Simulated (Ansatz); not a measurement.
# H on Cu(100): change of the work function, part 2 of 4

Wanted: Δφ(θ) for H/Cu(100), starting from the hollow site.

Ansatz 0.2.0; plane-wave DFT, PBE, Ansatz PAW (set soft_1); PAW set soft_1.

So far, work function, upper face (eV): step 2 (the clean slab) 4.57.

**3. The covered slab, k-mesh 4×4×1, coverage 0.111 ML**

System of this step: Cu36H (H/Cu(100)). The cell holds 37 atoms: 36 Cu and 1 H. Cell: a = 7.658 Å, b = 7.658 Å, c = 24.016 Å, α = 90.0°, β = 90.0°, γ = 90.0°. Vacuum lies along c.

The clean slab as it ended is repeated in the plane and the adsorbate is set on one face; the cell's size fixes the coverage, and the k-mesh shrinks with it to keep the sampling density about even. Adsorbate and upper layers relax, since the dipole depends on the height.

File input.yaml:

```yaml
crystal:
  lattice:
    - [7.6579664403, 0.0, 0.0]
    - [0.0, 7.6579664403, 0.0]
    - [0.0, 0.0, 24.0156622975]
  atoms:
    - { symbol: Cu, position: [0.1666666667, 0.1666666667, 0.3747554362] }
    - { symbol: Cu, position: [0.0, 0.0, 0.4499147209] }
    - { symbol: Cu, position: [0.1666666667, 0.1666666667, 0.5263382666] }
    - { symbol: Cu, position: [0.0, 0.0, 0.6002608681] }
    - { symbol: Cu, position: [0.1666666667, 0.5, 0.3747554362] }
    - { symbol: Cu, position: [0.0, 0.3333333333, 0.4499147209] }
    - { symbol: Cu, position: [0.1666666667, 0.5, 0.5263382666] }
    - { symbol: Cu, position: [0.0, 0.3333333333, 0.6002608681] }
    - { symbol: Cu, position: [0.1666666667, 0.8333333333, 0.3747554362] }
    - { symbol: Cu, position: [0.0, 0.6666666667, 0.4499147209] }
    - { symbol: Cu, position: [0.1666666667, 0.8333333333, 0.5263382666] }
    - { symbol: Cu, position: [0.0, 0.6666666667, 0.6002608681] }
    - { symbol: Cu, position: [0.5, 0.1666666667, 0.3747554362] }
    - { symbol: Cu, position: [0.3333333333, 0.0, 0.4499147209] }
    - { symbol: Cu, position: [0.5, 0.1666666667, 0.5263382666] }
    - { symbol: Cu, position: [0.3333333333, 0.0, 0.6002608681] }
    - { symbol: Cu, position: [0.5, 0.5, 0.3747554362] }
    - { symbol: Cu, position: [0.3333333333, 0.3333333333, 0.4499147209] }
    - { symbol: Cu, position: [0.5, 0.5, 0.5263382666] }
    - { symbol: Cu, position: [0.3333333333, 0.3333333333, 0.6002608681] }
    - { symbol: Cu, position: [0.5, 0.8333333333, 0.3747554362] }
    - { symbol: Cu, position: [0.3333333333, 0.6666666667, 0.4499147209] }
    - { symbol: Cu, position: [0.5, 0.8333333333, 0.5263382666] }
    - { symbol: Cu, position: [0.3333333333, 0.6666666667, 0.6002608681] }
    - { symbol: Cu, position: [0.8333333333, 0.1666666667, 0.3747554362] }
    - { symbol: Cu, position: [0.6666666667, 0.0, 0.4499147209] }
    - { symbol: Cu, position: [0.8333333333, 0.1666666667, 0.5263382666] }
    - { symbol: Cu, position: [0.6666666667, 0.0, 0.6002608681] }
    - { symbol: Cu, position: [0.8333333333, 0.5, 0.3747554362] }
    - { symbol: Cu, position: [0.6666666667, 0.3333333333, 0.4499147209] }
    - { symbol: Cu, position: [0.8333333333, 0.5, 0.5263382666] }
    - { symbol: Cu, position: [0.6666666667, 0.3333333333, 0.6002608681] }
    - { symbol: Cu, position: [0.8333333333, 0.8333333333, 0.3747554362] }
    - { symbol: Cu, position: [0.6666666667, 0.6666666667, 0.4499147209] }
    - { symbol: Cu, position: [0.8333333333, 0.8333333333, 0.5263382666] }
    - { symbol: Cu, position: [0.6666666667, 0.6666666667, 0.6002608681] }
    - { symbol: H, position: [0.1666666667, 0.1666666667, 0.6252445638] }
kpoints:
  mp_grid: { grid: [4, 4, 1] }
hamiltonian:
  xc: pbe
  pseudopotentials: { kind: paw, azcp: { folder: soft_1 } }
scf:
  occupations: { method: fermi_dirac, width: 0.1 }
  convergence: { dr2_threshold: 1.0e-08 }
efield:
  axis: 3
  dipole_correction: true
  ramp_position: 0.97
  ramp_width: 0.06
relax:
  f_tol: 0.02
  max_steps: 60
  constraints:
    - { sites: [0, 1, 4, 5, 8, 9, 12, 13, 16, 17, 20, 21, 24, 25, 28, 29, 32, 33] }
output:
  write_potential: true
  write_density: true
  volumetric_format: npy
```

On the command line:

```console
$ ansatz run input.yaml --threads 4 --pin off --max-ram 16384MiB --backend cpu --events-out ev --progress --plain --runs-dir out
```

Numbers of over 12 decimals in the logs are rounded to 6 here.

Log:

```text
[...]
Crystal: 37 atoms, lattice volume = 1408.385 Å³
Basis set: ecut = 420 eV, 27525 PW (Γ), exchange–correlation on 108×108×324 points (8 copies of the dense FFT grid, shifted against one another)
Bands: 411, of which v1, the nominal top of the filled ones, is band 343 counted from 1 (342 counted from 0)
Symmetry: 8 space group operations
[...]
k-points: 6 of 16
[...]
SCF iter   1: F=—  HF=-238540.615210 eV  |F-HF|=—  |Δ(HF+E_count)|=         —  Δρ=1.36e-1  dr2=1.61e2  ethr=3.10e-3  p=0.000 e·Å  D=2.23e-7 V/Å  ΔV_dip=-0.00 eV  dr2_dipole=1.11e-3  V_vac-E_F(+/−)=4.38/4.38 eV  ⟨swp⟩=7.7  Hψ=10492  notcnv=0  defer=154
[...]
SCF iter  16: F=-238511.797213 eV  HF=-238511.797213 eV  |F-HF|=7.72e-8  |Δ(HF+E_count)|=   1.37e-7  Δρ=6.44e-7  dr2=3.54e-9  ethr=1.46e-12  p=0.000 e·Å  D=5.23e-5 V/Å  ΔV_dip=-0.00 eV  dr2_dipole=1.09e-10  V_vac-E_F(+/−)=4.58/4.58 eV  ⟨swp⟩=8.2  Hψ=14387  notcnv=0
SCF 1 converged in 16 iterations: F = -238511.797213 eV  dr2 = 3.54e-9
[...]
relax step   1: F+E_penalty+E_count = -238511.79721263 eV  Δ(F+E_penalty+E_count) = +0.000e0 eV  max|allowed force component| = 4.158e-1 eV/Å  Δτ_max = 0.0000 Å  (16 SCF iters, accepted)
[...]
SCF iter   9: F=-238511.812773 eV  HF=-238511.812773 eV  |F-HF|=5.30e-8  |Δ(HF+E_count)|=   7.31e-9  Δρ=7.83e-7  dr2=7.99e-9  ethr=1.46e-12  p=0.001 e·Å  D=8.50e-5 V/Å  ΔV_dip=-0.00 eV  dr2_dipole=2.60e-10  V_vac-E_F(+/−)=4.58/4.58 eV  ⟨swp⟩=7.2  Hψ=15391  notcnv=0
SCF 2 converged in 9 iterations: F = -238511.812773 eV  dr2 = 7.99e-9
relax step   2: F+E_penalty+E_count = -238511.81277282 eV  Δ(F+E_penalty+E_count) = -1.556e-2 eV  max|allowed force component| = 3.007e-1 eV/Å  Δτ_max = 0.0156 Å  (9 SCF iters, accepted)
SCF iter   1: F=—  HF=-238511.832362 eV  |F-HF|=—  |Δ(HF+E_count)|=         —  Δρ=1.49e-3  dr2=1.47e-2  ethr=2.32e-5  p=0.001 e·Å  D=8.49e-5 V/Å  ΔV_dip=-0.00 eV  dr2_dipole=5.68e-6  V_vac-E_F(+/−)=4.58/4.58 eV  ⟨swp⟩=5.3  Hψ=6823  notcnv=0  defer=280
[...]
SCF iter  10: F=-238511.828481 eV  HF=-238511.828481 eV  |F-HF|=1.36e-7  |Δ(HF+E_count)|=   8.04e-8  Δρ=9.76e-7  dr2=9.11e-9  ethr=1.46e-12  p=0.000 e·Å  D=1.88e-6 V/Å  ΔV_dip=-0.00 eV  dr2_dipole=3.53e-10  V_vac-E_F(+/−)=4.58/4.58 eV  ⟨swp⟩=8.7  Hψ=14733  notcnv=0
SCF 3 converged in 10 iterations: F = -238511.828481 eV  dr2 = 9.11e-9
[...]
relax step   3: F+E_penalty+E_count = -238511.82848137 eV  Δ(F+E_penalty+E_count) = -1.571e-2 eV  max|allowed force component| = 2.702e-2 eV/Å  Δτ_max = 0.0434 Å  (10 SCF iters, accepted)
SCF iter   1: F=—  HF=-238511.827391 eV  |F-HF|=—  |Δ(HF+E_count)|=         —  Δρ=2.13e-4  dr2=3.99e-4  ethr=9.72e-7  p=0.000 e·Å  D=1.91e-6 V/Å  ΔV_dip=-0.00 eV  dr2_dipole=1.72e-5  V_vac-E_F(+/−)=4.58/4.58 eV  ⟨swp⟩=4.7  Hψ=5934  notcnv=0  defer=263
[...]
SCF iter   9: F=-238511.828731 eV  HF=-238511.828731 eV  |F-HF|=2.58e-8  |Δ(HF+E_count)|=   2.50e-9  Δρ=2.34e-7  dr2=5.77e-10  ethr=1.46e-12  p=-0.001 e·Å  D=-7.83e-5 V/Å  ΔV_dip=0.00 eV  dr2_dipole=2.08e-12  V_vac-E_F(+/−)=4.58/4.58 eV  ⟨swp⟩=8.2  Hψ=14445  notcnv=0
SCF 4 converged in 9 iterations: F = -238511.828731 eV  dr2 = 5.77e-10
relax step   4: F+E_penalty+E_count = -238511.82873074 eV  Δ(F+E_penalty+E_count) = -2.494e-4 eV  max|allowed force component| = 8.931e-3 eV/Å  Δτ_max = 0.0146 Å  (9 SCF iters, accepted)
NSCF: frozen V_eff on 6 k-points
the search or the solves at the SCF's close seem to have found levels that the self-consistency loop had missed (the run counts 4). By its estimate they hold under 1e-12 electrons; where the run keeps them, the occupations were computed again with them
[...]
SCF converged after 9 iterations
Free energy (F): -238511.828731 eV
[...]
Internal energy: -238511.421030 eV  (E = F + TS)
E sigma→0 (E₀):  -238511.624880 eV
Entropy (-TS):   -0.407701 eV (-11.019 meV/atom)
Fermi energy:    1.794425 eV
Dipole field:    D = -0.000078 V/Å  (p = -0.000604 e·Å, saw-weighted, corrected)
Work function:   Φ+ = 4.5831 eV   Φ− = 4.5812 eV
[...]
--- Forces (eV/Å), atoms counted from 1 ---
  atom   1  Cu     0.00000000     0.00000000     0.09863460
  atom   2  Cu    -0.04798094    -0.04798094    -0.13492704
  atom   3  Cu    -0.00000000    -0.00000000    -0.00000496
  atom   4  Cu     0.00044289     0.00044289    -0.00423282
  atom   5  Cu     0.00000000     0.00175610     0.11665963
  atom   6  Cu    -0.04798094     0.04798094    -0.13492704
  atom   7  Cu     0.00000000    -0.00287067     0.00112405
  atom   8  Cu     0.00044289    -0.00044289    -0.00423282
  atom   9  Cu     0.00000000    -0.00175610     0.11665963
  atom  10  Cu    -0.03235247     0.00000000    -0.11791268
  atom  11  Cu     0.00000000     0.00287067     0.00112405
  atom  12  Cu    -0.00078928     0.00000000    -0.00075508
  atom  13  Cu     0.00175610     0.00000000     0.11665963
  atom  14  Cu     0.04798094    -0.04798094    -0.13492704
  atom  15  Cu    -0.00287067     0.00000000     0.00112405
  atom  16  Cu    -0.00044289     0.00044289    -0.00423282
  atom  17  Cu    -0.00386769    -0.00386769     0.10706488
  atom  18  Cu     0.04798094     0.04798094    -0.13492704
  atom  19  Cu    -0.00059820    -0.00059820    -0.00064421
  atom  20  Cu    -0.00044289    -0.00044289    -0.00423282
  atom  21  Cu    -0.00386769     0.00386769     0.10706488
  atom  22  Cu     0.03235247     0.00000000    -0.11791268
  atom  23  Cu    -0.00059820     0.00059820    -0.00064421
  atom  24  Cu     0.00078928     0.00000000    -0.00075508
  atom  25  Cu    -0.00175610     0.00000000     0.11665963
  atom  26  Cu    -0.00000000    -0.03235247    -0.11791268
  atom  27  Cu     0.00287067     0.00000000     0.00112405
  atom  28  Cu    -0.00000000    -0.00078928    -0.00075508
  atom  29  Cu     0.00386769    -0.00386769     0.10706488
  atom  30  Cu    -0.00000000     0.03235247    -0.11791268
  atom  31  Cu     0.00059820    -0.00059820    -0.00064421
  atom  32  Cu    -0.00000000     0.00078928    -0.00075508
  atom  33  Cu     0.00386769     0.00386769     0.10706488
  atom  34  Cu     0.00000000    -0.00000000     0.02900941
  atom  35  Cu     0.00059820     0.00059820    -0.00064421
  atom  36  Cu    -0.00000000     0.00000000    -0.00211204
  atom  37  H      0.00000000     0.00000000     0.00893074
  max |Σ_I F_I| component: 3.53e-5 eV/Å
--- Band table (eV; the first three rows and the last of 6) ---
  k-point 0: bands = [... 339 lower, 0.9197, 1.3399, 1.3407, 1.3407, 1.3713, 1.8927, 1.9599, 1.9599, ... 64 higher]
  k-point 1: bands = [... 339 lower, 1.2017, 1.3344, 1.5958, 1.6183, 1.6292, 1.6311, 1.9217, 2.7008, ... 64 higher]
  k-point 2: bands = [... 339 lower, 1.4552, 1.5372, 1.7769, 1.9734, 2.1635, 2.1944, 2.2187, 2.2194, ... 64 higher]
  k-point 5: bands = [... 339 lower, 2.0525, 2.0611, 2.0611, 2.0619, 2.0716, 2.1779, 2.7575, 2.7575, ... 64 higher]
--- Relaxed structure (4 steps of the walk, 4 accepted, 0 SCFs on fresh bases) ---
  F+E_penalty+E_count = -238511.82873074 eV   max|allowed force component| = 8.931e-3 eV/Å
  atoms:
    - { symbol: Cu, position: [0.166667, 0.166667, 0.3747554362] }
    - { symbol: Cu, position: [1.6666659794015232e-11, 1.6666659794015232e-11, 0.449915] }
    - { symbol: Cu, position: [0.166667, 0.166667, 0.523837] }
    - { symbol: Cu, position: [0.00177697, 0.00177697, 0.601734] }
    - { symbol: Cu, position: [0.166667, 0.500000, 0.3747554362] }
    - { symbol: Cu, position: [1.6666659794015232e-11, 0.333333, 0.449915] }
    - { symbol: Cu, position: [0.166667, 0.499872, 0.526139] }
    - { symbol: Cu, position: [0.00177697, 0.331556, 0.601734] }
    - { symbol: Cu, position: [0.166667, 0.833333, 0.3747554362] }
    - { symbol: Cu, position: [1.6666659794015232e-11, 0.666667, 0.449915] }
    - { symbol: Cu, position: [0.166667, 0.833462, 0.526139] }
    - { symbol: Cu, position: [0.000392616, 0.666667, 0.599990] }
    - { symbol: Cu, position: [0.500000, 0.166667, 0.3747554362] }
    - { symbol: Cu, position: [0.333333, 1.6666659794015232e-11, 0.449915] }
    - { symbol: Cu, position: [0.499872, 0.166667, 0.526139] }
    - { symbol: Cu, position: [0.331556, 0.00177697, 0.601734] }
    - { symbol: Cu, position: [0.500000, 0.500000, 0.3747554362] }
    - { symbol: Cu, position: [0.333333, 0.333333, 0.449915] }
    - { symbol: Cu, position: [0.498612, 0.498612, 0.526958] }
    - { symbol: Cu, position: [0.331556, 0.331556, 0.601734] }
    - { symbol: Cu, position: [0.500000, 0.833333, 0.3747554362] }
    - { symbol: Cu, position: [0.333333, 0.666667, 0.449915] }
    - { symbol: Cu, position: [0.498612, 0.834721, 0.526958] }
    - { symbol: Cu, position: [0.332941, 0.666667, 0.599990] }
    - { symbol: Cu, position: [0.833333, 0.166667, 0.3747554362] }
    - { symbol: Cu, position: [0.666667, 1.6666659794015232e-11, 0.449915] }
    - { symbol: Cu, position: [0.833462, 0.166667, 0.526139] }
    - { symbol: Cu, position: [0.666667, 0.000392616, 0.599990] }
    - { symbol: Cu, position: [0.833333, 0.500000, 0.3747554362] }
    - { symbol: Cu, position: [0.666667, 0.333333, 0.449915] }
    - { symbol: Cu, position: [0.834721, 0.498612, 0.526958] }
    - { symbol: Cu, position: [0.666667, 0.332941, 0.599990] }
    - { symbol: Cu, position: [0.833333, 0.833333, 0.3747554362] }
    - { symbol: Cu, position: [0.666667, 0.666667, 0.449915] }
    - { symbol: Cu, position: [0.834721, 0.834721, 0.526958] }
    - { symbol: Cu, position: [0.666667, 0.666667, 0.600314] }
    - { symbol: H, position: [0.166667, 0.166667, 0.626667] }
```

Run time: 13 min. Hardware: 4 threads of Arm Neoverse V1, shared host; peak memory 10 GiB.

Relaxation path:

```tsv
step	energy less that of the first step (eV)	largest force component (eV/Å)
1	0.0000	0.4158
2	-0.0156	0.3007
3	-0.0313	0.0270
4	-0.0315	0.0089
```

Forces are held to the 8 operations that the run works with; a distortion that breaks them can't arise in this run.

The atoms that moved most (Å):

```tsv
atom	dx	dy	dz	length
Cu3	0.000	0.000	-0.060	0.060
Cu20	-0.014	-0.014	0.035	0.040
Cu16	-0.014	0.014	0.035	0.040
Cu8	0.014	-0.014	0.035	0.040
Cu4	0.014	0.014	0.035	0.040
H37	0.000	0.000	0.034	0.034
Cu19	-0.011	-0.011	0.015	0.021
Cu31	0.011	-0.011	0.015	0.021
```

Final coordinates:

```xyz
37
Lattice="7.6580 0.0000 0.0000 0.0000 7.6580 0.0000 0.0000 0.0000 24.0157" Properties=species:S:1:pos:R:3
Cu    1.2763    1.2763    9.0000
Cu    0.0000    0.0000   10.8050
Cu    1.2763    1.2763   12.5803
Cu    0.0136    0.0136   14.4510
Cu    1.2763    3.8290    9.0000
Cu    0.0000    2.5527   10.8050
Cu    1.2763    3.8280   12.6356
Cu    0.0136    2.5390   14.4510
Cu    1.2763    6.3816    9.0000
Cu    0.0000    5.1053   10.8050
Cu    1.2763    6.3826   12.6356
Cu    0.0030    5.1053   14.4092
Cu    3.8290    1.2763    9.0000
Cu    2.5527    0.0000   10.8050
Cu    3.8280    1.2763   12.6356
Cu    2.5390    0.0136   14.4510
Cu    3.8290    3.8290    9.0000
Cu    2.5527    2.5527   10.8050
Cu    3.8184    3.8184   12.6552
Cu    2.5390    2.5390   14.4510
Cu    3.8290    6.3816    9.0000
Cu    2.5527    5.1053   10.8050
Cu    3.8184    6.3923   12.6552
Cu    2.5496    5.1053   14.4092
Cu    6.3816    1.2763    9.0000
Cu    5.1053    0.0000   10.8050
Cu    6.3826    1.2763   12.6356
Cu    5.1053    0.0030   14.4092
Cu    6.3816    3.8290    9.0000
Cu    5.1053    2.5527   10.8050
Cu    6.3923    3.8184   12.6552
Cu    5.1053    2.5496   14.4092
Cu    6.3816    6.3816    9.0000
Cu    5.1053    5.1053   10.8050
Cu    6.3923    6.3923   12.6552
Cu    5.1053    5.1053   14.4169
H     1.2763    1.2763   15.0498
```

Numbers from this step:

```
energy at zero smearing   : -238511.6249 eV
work function, upper face : 4.583 eV
dipole along the normal   : -6.04e-4 e·Å
```

Running mean over 1.805 Å of the planar mean; the ramp of the sawtooth is left out. Electron's electrostatic potential energy less the Fermi level against z:

z (Å), electron's electrostatic potential energy less the Fermi level (eV) and a bar from the least value:
```
      3.0       4.58 ##############################
      3.5       4.58 ##############################
      4.0       4.58 ##############################
      4.5       4.58 ##############################
      5.0       4.58 ##############################
      5.5       4.57 ##############################
      6.0       4.54 ##############################
      6.5       4.45 ##############################
      7.0       4.10 #############################
      7.5       2.66 ##########################
      8.0      -1.78 #################
      8.5      -7.01 ######
      9.0      -9.22 #
      9.5      -9.56 #
     10.0      -9.65 
     10.5      -9.71 
     11.0      -9.66 
     11.5      -9.47 #
     12.0      -9.47 #
     12.5      -9.68 
     13.0      -9.79 
     13.5      -9.82 
     14.0      -9.73 
     14.5      -9.30 #
     15.0      -6.61 #######
     15.5      -1.17 ##################
     16.0       2.96 ###########################
     16.5       4.17 #############################
     17.0       4.47 ##############################
     17.5       4.55 ##############################
     18.0       4.57 ##############################
     18.5       4.58 ##############################
     19.0       4.58 ##############################
     19.5       4.58 ##############################
     20.0       4.58 ##############################
     20.5       4.58 ##############################
     21.0       4.58 ##############################
```

The relaxation took 4 steps and lowered the energy by 0.032 eV; the largest force on the free atoms ends at 0.0089 eV/Å.

The covered face has 4.58 eV, +0.01 eV against the clean one; the bare back face has moved by -0.00 eV, a measure of how thin the slab is.

(Continued in part 3 of 4.)

[Logs are printed without paths, hosts, clocks, repeated set-up lines and the standing remarks that a program may print on its own settings, such as how far it seeks lower states.]

[Hosts, paths, dates, database ids (printed as entryN), source tags and the programs' standing remarks are cut or masked in the printed files.]

[Maps of the electrostatic potential energy from Ansatz leave out the sawtooth potential of an applied field or a dipole correction, so their vacuum need not be flat; planar profiles and work functions include it.]
